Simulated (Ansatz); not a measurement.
# How twisted graphene double bilayer changes with twist angle

How do forces and cost change with the twist angle, which sets the moiré cell and the mix of stacking registries?

Computed with Ansatz 0.2.0: Kohn-Sham DFT, PBEsol, PAW (set soft_2). Every run is a single point, with the atoms held where the recipe put them (cutoff of the plane-wave runs 420 eV, gaussian smearing of 0.05 eV).

First member: graphene (a = 2.46 Å) under graphene (a = 2.46 Å), double bilayer, commensurate cell of 37 unit cells a layer, twist 9.43 deg; facing planes 3.44, 3.32, 3.32 Å apart as built; 14 Å of vacuum; minimised with a classical potential.

Last member: graphene (a = 2.46 Å) under graphene (a = 2.46 Å), double bilayer, commensurate cell of 13 unit cells a layer, twist 87.80 deg; facing planes 3.44, 3.32, 3.32 Å apart as built; 14 Å of vacuum; minimised with a classical potential.

The members:

| twist angle (°) | reduced formula | atoms | valence electrons | k-mesh | basis |
| --- | --- | --- | --- | --- | --- |
| 9.43 | C | 296 | 1184 | 1×1×1 | plane waves |
| 13.17 | C | 152 | 608 | 2×2×1 | plane waves |
| 21.79 | C | 56 | 224 | 3×3×1 | plane waves |
| 87.80 | C | 104 | 416 | 2×2×1 | plane waves |

The input of the first member, without its atom lines; other members have their own cell and atoms, and may differ in mesh, basis and outputs:

```yaml
crystal:
  lattice:
    - [14.9636, 0.0, 0.0]
    - [-7.4818, 12.95886, 0.0]
    - [0.0, 0.0, 24.08]
  atoms:
    [... 296 lines ...]
kpoints:
  mp_grid: { grid: [1, 1, 1] }
hamiltonian:
  xc: pbesol
scf:
  occupations: { method: gaussian, width: 0.05 }
output:
  forces: true
  populations: true
  dos:
    method: { smearing: { sigma: 0.1 } }
    de: 0.1
    projected:
      site_lists:
        C: [C]
        layer_1: [0, 1, 2, 3, 4, 5, 6, 7, 8, 9, 10, 11, 12, 13, 14, 15, 16, 17, 18, 19, 20, 21, 22, 23, 24, 25, 26, 27, 28, 29, 30, 31, 32, 33, 34, 35, 36, 37, 38, 39, 40, 41, 42, 43, 44, 45, 46, 47, 48, 49, 50, 51, 52, 53, 54, 55, 56, 57, 58, 59, 60, 61, 62, 63, 64, 65, 66, 67, 68, 69, 70, 71, 72, 73]
        layer_2: [74, 75, 76, 77, 78, 79, 80, 81, 82, 83, 84, 85, 86, 87, 88, 89, 90, 91, 92, 93, 94, 95, 96, 97, 98, 99, 100, 101, 102, 103, 104, 105, 106, 107, 108, 109, 110, 111, 112, 113, 114, 115, 116, 117, 118, 119, 120, 121, 122, 123, 124, 125, 126, 127, 128, 129, 130, 131, 132, 133, 134, 135 [...]
        layer_3: [148, 149, 150, 151, 152, 153, 154, 155, 156, 157, 158, 159, 160, 161, 162, 163, 164, 165, 166, 167, 168, 169, 170, 171, 172, 173, 174, 175, 176, 177, 178, 179, 180, 181, 182, 183, 184, 185, 186, 187, 188, 189, 190, 191, 192, 193, 194, 195, 196, 197, 198, 199, 200, 201, 202, 203, 20 [...]
        layer_4: [222, 223, 224, 225, 226, 227, 228, 229, 230, 231, 232, 233, 234, 235, 236, 237, 238, 239, 240, 241, 242, 243, 244, 245, 246, 247, 248, 249, 250, 251, 252, 253, 254, 255, 256, 257, 258, 259, 260, 261, 262, 263, 264, 265, 266, 267, 268, 269, 270, 271, 272, 273, 274, 275, 276, 277, 27 [...]
  eigenvalues: true
  write_density: true
  write_potential: true
  volumetric_format: npy
```

Predict the trends along the series.

Results:

| twist angle (°) | r.m.s. force (eV/Å) |
| --- | --- |
| 9.43 | 0.0184 |
| 13.17 | 0.0160 |
| 21.79 | 0.0255 |
| 87.80 | 0.016 |

Bonds in each cell, which the recipe sets and DFT didn't move; cutoffs follow each cell's own g(r) within set bounds (mean length in Å, and neighbours of the second kind about the first):

| twist angle (°) | C-C length | C-C count |
| --- | --- | --- |
| 9.43 | 1.420 | 3.00 |
| 13.17 | 1.420 | 3.00 |
| 21.79 | 1.420 | 3.00 |
| 87.80 | 1.420 | 3.00 |

Cost on 8 threads of Arm Neoverse V2, shared host:

| twist angle (°) | atoms | basis | k-mesh | SCF cycles | time | host memory (GiB) | Δ force from the first basis (meV/Å) |
| --- | --- | --- | --- | --- | --- | --- | --- |
| 9.43 | 296 | plane waves | 1×1×1 | 8 | 2.2 min | 8.6 | - |
| 9.43 | 296 | support functions | 1×1×1 | 14 | 3.4 min | 7.7 | 1.5 |
| 13.17 | 152 | plane waves | 2×2×1 | 8 | 2.3 min | 11 | - |
| 13.17 | 152 | support functions | 2×2×1 | 17 | 1.8 min | 4.4 | 0.45 |
| 21.79 | 56 | plane waves | 3×3×1 | 10 | 12 s | 2.1 | - |
| 21.79 | 56 | support functions | 3×3×1 | 15 | 37 s | 1.9 | 0.94 |
| 87.80 | 104 | plane waves | 2×2×1 | 8 | 24 s | 4.9 | - |
| 87.80 | 104 | support functions | 2×2×1 | 17 | 89 s | 3.8 | 1.1 |

Times include the outputs that each run asked for, on hosts shared with other jobs.

Support functions take 0.76 to 3.7 times the wall time of plane waves (the times hold unlike extra outputs; shared hosts, so rough; some runs shed caches under their memory cap, which slows them). The r.m.s. force lies between 0.016 and 0.025 eV/Å (large angles can repeat smaller ones by the lattice's symmetry, so no trend is read).

Caveats: Beside vacuum, support functions can miss their usual error bounds without a warning. Some meshes are too coarse along the periodic directions to show band edges or a metallic band.

[Logs are printed without paths, hosts, clocks, repeated set-up lines and the standing remarks that a program may print on its own settings, such as how far it seeks lower states.]

[Hosts, paths, dates, database ids (printed as entryN), source tags and the programs' standing remarks are cut or masked in the printed files.]
